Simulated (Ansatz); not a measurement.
# How Zr(0001) screens a field

Aim: image plane and induced charge of Zr(0001).

Program: Ansatz 0.2.0. Level of theory: plane-wave DFT, PBE, Ansatz PAW. Results are calculated unless marked as measured.

Report form: the programs' logs are mostly left out.

**1. Starting point**

The cell holds 6 atoms: 6 Zr. Its edges and angles: a = 3.230 Å, b = 3.230 Å, c = 30.863 Å, α = 90.0°, β = 90.0°, γ = 60.0°. Vacuum lies along c.

As a file:

```cif
data_structure
_symmetry_space_group_name_H-M 'P 1'
_symmetry_Int_Tables_number 1
_cell_length_a 3.2300
_cell_length_b 3.2300
_cell_length_c 30.8635
_cell_angle_alpha 90.000
_cell_angle_beta 90.000
_cell_angle_gamma 60.000
_cell_volume 278.86
loop_
_atom_site_label
_atom_site_type_symbol
_atom_site_fract_x
_atom_site_fract_y
_atom_site_fract_z
_atom_site_occupancy
Zr1 Zr 0.66667 0.66667 0.29161 1
Zr2 Zr 0.00000 0.00000 0.37496 1
Zr3 Zr 0.66667 0.66667 0.45832 1
Zr4 Zr 0.00000 0.00000 0.54168 1
Zr5 Zr 0.66667 0.66667 0.62504 1
Zr6 Zr 0.00000 0.00000 0.70839 1
```

**2. Single point, field 0**

A sawtooth potential applies the field, turning back in the middle of the vacuum. With the dipole correction the typed value is the field outside the slab. The induced dipole is small, so the SCF threshold is tight.

File input.yaml:

```yaml
crystal:
  lattice:
    - [3.23, 0.0, 0.0]
    - [1.615, 2.7972620542, 0.0]
    - [0.0, 0.0, 30.863475]
  atoms:
    - { symbol: Zr, position: [0.6666666667, 0.6666666667, 0.2916068265] }
    - { symbol: Zr, position: [0.0, 0.0, 0.3749640959] }
    - { symbol: Zr, position: [0.6666666667, 0.6666666667, 0.4583213653] }
    - { symbol: Zr, position: [0.0, 0.0, 0.5416786347] }
    - { symbol: Zr, position: [0.6666666667, 0.6666666667, 0.6250359041] }
    - { symbol: Zr, position: [0.0, 0.0, 0.7083931735] }
kpoints:
  mp_grid: { grid: [18, 18, 1] }
hamiltonian:
  xc: pbe
scf:
  occupations: { method: fermi_dirac, width: 0.1 }
  convergence: { dr2_threshold: 1.0e-10 }
efield:
  axis: 3
  dipole_correction: true
  ramp_position: 0.97
  ramp_width: 0.06
  amplitude: 0
output:
  forces: true
  write_potential: true
  write_density: true
  volumetric_format: npy
```

On the command line:

```console
ansatz run input.yaml --threads 2 --pin off --max-ram 3072MiB --backend cpu --events-out ev --progress --plain --runs-dir out
```

Run time: 19 s. Hardware: 2 threads of Intel Xeon Platinum 8488C (Sapphire Rapids), shared host; peak memory 0.73 GiB; 38 s of CPU time.

This step gave:

* energy at zero smearing: -25101.1118 eV
* work function, upper face: 4.194 eV
* dipole along the normal: 3.55e-8 e·Å

Running mean over 2.573 Å of the planar mean; the ramp of the sawtooth is left out. Table of electron's electrostatic potential energy less the Fermi level by z:

```csv
z (Å),electron's electrostatic potential energy less the Fermi level (eV)
4,4.19
5,4.16
6,3.93
7,2.15
8,-5.14
9,-8.45
10,-8.31
11,-8.29
12,-8.36
13,-8.38
14,-8.38
15,-8.41
16,-8.41
17,-8.38
18,-8.38
19,-8.35
20,-8.28
21,-8.34
22,-8.37
23,-4.06
24,2.64
25,4.00
26,4.17
27,4.19
```

Force by atom:

```csv
atom,x (eV/Å),y (eV/Å),z (eV/Å),size
Zr1,0.000,0.000,0.421,0.421
Zr2,0.000,0.000,-0.537,0.537
Zr3,0.000,0.000,-0.009,0.009
Zr4,0.000,0.000,0.009,0.009
Zr5,0.000,0.000,0.537,0.537
Zr6,0.000,0.000,-0.421,0.421
```

The work function of the upper face is 4.19 eV.

**3. Atoms held, field 0.05 V/Å**

input.yaml, as its differences from that of step 2:

```diff
@@ -24,3 +24,3 @@
   ramp_width: 0.06
-  amplitude: 0
+  amplitude: 0.05
 output:
```

It took 22 s on 2 threads; peak memory 0.71 GiB; 43 s of CPU time.

The dipole is 0.0443 e·Å.

**4. Single point, field -0.05 V/Å**

input.yaml, as its differences from that of step 3:

```diff
@@ -24,3 +24,3 @@
   ramp_width: 0.06
-  amplitude: 0.05
+  amplitude: -0.05
 output:
```

Wall time 22 s (2 threads); peak memory 0.7 GiB; 43 s of CPU time.

The dipole is -0.0443 e·Å.

**5. Single point, field 0.1 V/Å**

input.yaml, as its differences from that of step 4:

```diff
@@ -24,3 +24,3 @@
   ramp_width: 0.06
-  amplitude: -0.05
+  amplitude: 0.1
 output:
```

Elapsed: 22 s, on 2 threads; peak memory 0.71 GiB; 44 s of CPU time.

The dipole is 0.0885 e·Å.

**6. Single point, field -0.1 V/Å**

input.yaml, as its differences from that of step 5:

```diff
@@ -24,3 +24,3 @@
   ramp_width: 0.06
-  amplitude: 0.1
+  amplitude: -0.1
 output:
```

Run time: 22 s. Hardware: 2 threads; peak memory 0.7 GiB; 43 s of CPU time.

The dipole is -0.0885 e·Å.

**7. Atoms held, field 0.2 V/Å**

input.yaml, as its differences from that of step 6:

```diff
@@ -24,3 +24,3 @@
   ramp_width: 0.06
-  amplitude: -0.1
+  amplitude: 0.2
 output:
```

Run time: 22 s. Hardware: 2 threads; peak memory 0.69 GiB; 44 s of CPU time.

The dipole is 0.177 e·Å.

**8. Atoms held, field -0.2 V/Å**

input.yaml, as its differences from that of step 7:

```diff
@@ -24,3 +24,3 @@
   ramp_width: 0.06
-  amplitude: 0.2
+  amplitude: -0.2
 output:
```

Run time: 22 s. Hardware: 2 threads; peak memory 0.71 GiB; 43 s of CPU time.

The dipole is -0.177 e·Å.

**9. Single point, field 0.4 V/Å**

input.yaml, as its differences from that of step 8:

```diff
@@ -24,3 +24,3 @@
   ramp_width: 0.06
-  amplitude: -0.2
+  amplitude: 0.4
 output:
@@ -30 +30,2 @@
   volumetric_format: npy
+  elf: true
```

It took 33 s on 2 threads; peak memory 0.7 GiB.

Running mean over 2.573 Å of the planar mean, with the applied field; the ramp of the sawtooth is left out. The electron's electrostatic potential energy less the Fermi level by z:

```csv
z (Å),electron's electrostatic potential energy less the Fermi level (eV)
4,3.20
5,3.56
6,3.66
7,2.10
8,-5.12
9,-8.44
10,-8.31
11,-8.29
12,-8.36
13,-8.38
14,-8.38
15,-8.41
16,-8.41
17,-8.38
18,-8.38
19,-8.35
20,-8.28
21,-8.34
22,-8.39
23,-4.07
24,2.73
25,4.35
26,4.89
27,5.30
```

The dipole is 0.354 e·Å.

**10. The response**

This step: plane-wave DFT, PBE, Ansatz PAW; screening of a field by a metal slab (Ansatz 0.2.0).

The dipoles give the slope, and the difference of two potentials shows where the field is screened.

Numbers from this step:

* equivalent conductor thickness p/(ε₀AE): 17.73 Å
* distance between the outer atoms: 12.86 Å
* inner field over outer field: 2.98e-4
* image plane, upper face: 2.459 Å
* induced electrons on the upper face over ε₀E: -0.9961
* image plane, lower face: 2.458 Å
* induced electrons on the lower face over ε₀E: 0.9962

Table of dipole of the cell by applied field:

```csv
applied field (V/Å),dipole of the cell (e·Å)
-0.200,-0.177
-0.100,-0.0885
-0.050,-0.0443
0.000,0
0.050,0.0443
0.100,0.0885
0.200,0.177
0.400,0.354
```

Local field over the applied field, running mean. From the potentials at -0.05 and 0.05 V/Å; running mean over 2.573 Å. Local field over applied field against z:

```csv
z (Å),local field over applied field
4.5,0.974
5.0,0.943
5.5,0.879
6.0,0.763
6.5,0.585
7.0,0.372
7.5,0.187
8.0,0.0526
8.5,-0.0273
9.0,-0.0501
9.5,-0.0239
10.0,-0.00135
10.5,-0.00146
11.0,-0.00598
11.5,-0.00388
12.0,1.9e-4
12.5,0.00272
13.0,0.00285
13.5,0.00133
14.0,0.00143
14.5,0.00130
15.0,-4.2e-4
15.5,-0.00154
16.0,1.6e-4
16.5,0.00150
17.0,0.00128
17.5,0.00165
18.0,0.00307
18.5,0.00226
19.0,-8.7e-4
19.5,-0.00488
20.0,-0.00528
20.5,-3.7e-4
21.0,-0.00454
21.5,-0.0331
22.0,-0.0501
22.5,-0.0108
23.0,0.0840
23.5,0.232
24.0,0.430
24.5,0.639
25.0,0.801
25.5,0.901
26.0,0.954
26.5,0.980
```

Electrons, planar mean, per unit field. Induced electron density against z:

```csv
z (Å),induced electron density (e/Å³ per V/Å)
5,2.8e-4
6,0.00125
7,0.00360
8,0.00126
9,-6.3e-4
10,2.3e-4
11,-1.2e-4
12,2.5e-5
13,-8.2e-5
14,1.1e-4
15,-6.8e-5
16,8.4e-5
17,-7.7e-5
18,7.6e-5
19,2.9e-5
20,1.4e-4
21,-4.4e-4
22,8.5e-4
23,-0.00226
24,-0.00330
25,-0.00104
26,-2.3e-4
```

By hand: between -0.05 and 0.05 V/Å the dipole changes by 0.08854 e·Å, a slope of 0.8854 e·Å²/V. A perfect conductor of thickness t has p = ε₀AEt, so t = 180.95 × 0.8854 / 9.035 = 17.73 Å (e/ε₀ = 180.95 V·Å, A in Å²). Less the 12.86 Å between the outer atoms, and halved, that puts each image plane 2.43 Å out.

The induced dipole is that of a conductor 17.73 Å thick.

**11. Varying the input**

This step: plane-wave DFT, PBE, Ansatz PAW (Ansatz 0.2.0).

A run with a changed input: it repeats the earlier run at 0.05 V/Å with kpoints.mp_grid.shift to [0.5, 0.5, 0.0] and accuracy to high.

input.yaml, as its differences from that of step 9:

```diff
@@ -13,3 +13,3 @@
 kpoints:
-  mp_grid: { grid: [18, 18, 1] }
+  mp_grid: { grid: [18, 18, 1], shift: [0.5, 0.5, 0.0] }
 hamiltonian:
@@ -24,3 +24,3 @@
   ramp_width: 0.06
-  amplitude: 0.4
+  amplitude: 0.05
 output:
@@ -30,2 +30,2 @@
   volumetric_format: npy
-  elf: true
+accuracy: high
```

The job ended after 51 s (2 threads; peak memory 1.1 GiB).

Numbers from this step:

```yaml
energy_at_zero_smearing: -25101.1131 eV
dipole_along_the_normal: 0.04427 e·Å
```

Force by atom:

```csv
atom,x (eV/Å),y (eV/Å),z (eV/Å),size
Zr1,0.000,0.000,0.420,0.420
Zr2,0.000,0.000,-0.537,0.537
Zr3,0.000,0.000,-0.008,0.008
Zr4,0.000,0.000,0.007,0.007
Zr5,0.000,0.000,0.536,0.536
Zr6,0.000,0.000,-0.419,0.419
```

```csv
quantity,this run,earlier run,difference
dipole along the normal (e·Å),0.04427,0.04427,1.0e-6
```

The dipole moves by under 0.5 % or 5e-5 e·Å.

**12. A changed input**

Another changed input: it repeats the earlier run at 0.05 V/Å with efield.dipole_correction from true to false.

input.yaml, as its differences from that of step 11:

```diff
@@ -13,3 +13,3 @@
 kpoints:
-  mp_grid: { grid: [18, 18, 1], shift: [0.5, 0.5, 0.0] }
+  mp_grid: { grid: [18, 18, 1] }
 hamiltonian:
@@ -21,3 +21,3 @@
   axis: 3
-  dipole_correction: true
+  dipole_correction: false
   ramp_position: 0.97
@@ -30,2 +30 @@
   volumetric_format: npy
-accuracy: high
```

It took 19 s on 2 threads; peak memory 0.73 GiB; 37 s of CPU time.

```csv
quantity,this run,earlier run,difference
dipole along the normal (e·Å),0.1041,0.04427,0.060
```

With the dipole correction off, the periodic images add a field of their own to the typed one.

It moves by +0.0598 e·Å.

These numbers are not those of the isolated slab.

**13. Outcome**

| Item | Value |
| --- | --- |
| work function | 4.19 eV |
| image plane, upper face | 2.46 Å |
| induced electrons on the upper face over ε₀E | -0.996 |
| equivalent conductor thickness p/(ε₀AE) | 17.7 Å |
| inner field over outer field | 3.0e-4 |

The induced charge has its centre 2.46 Å outside the outermost atoms; this is the plane from which a capacitor's gap or an image potential counts. The equivalent conductor thickness exceeds the distance between the outer atoms by 4.87 Å, about the sum of the two image-plane distances. In the middle of the slab the field is screened to under 0.5 % of its outer value. The atoms are held at bulk positions with the tabulated experimental lattice constant.

[Logs are printed without paths, hosts, clocks, repeated set-up lines and the standing remarks that a program may print on its own settings, such as how far it seeks lower states.]

[Hosts, paths, dates, database ids (printed as entryN), source tags and the programs' standing remarks are cut or masked in the printed files.]

[Maps of the electrostatic potential energy from Ansatz leave out the sawtooth potential of an applied field or a dipole correction, so their vacuum need not be flat; planar profiles and work functions include it.]
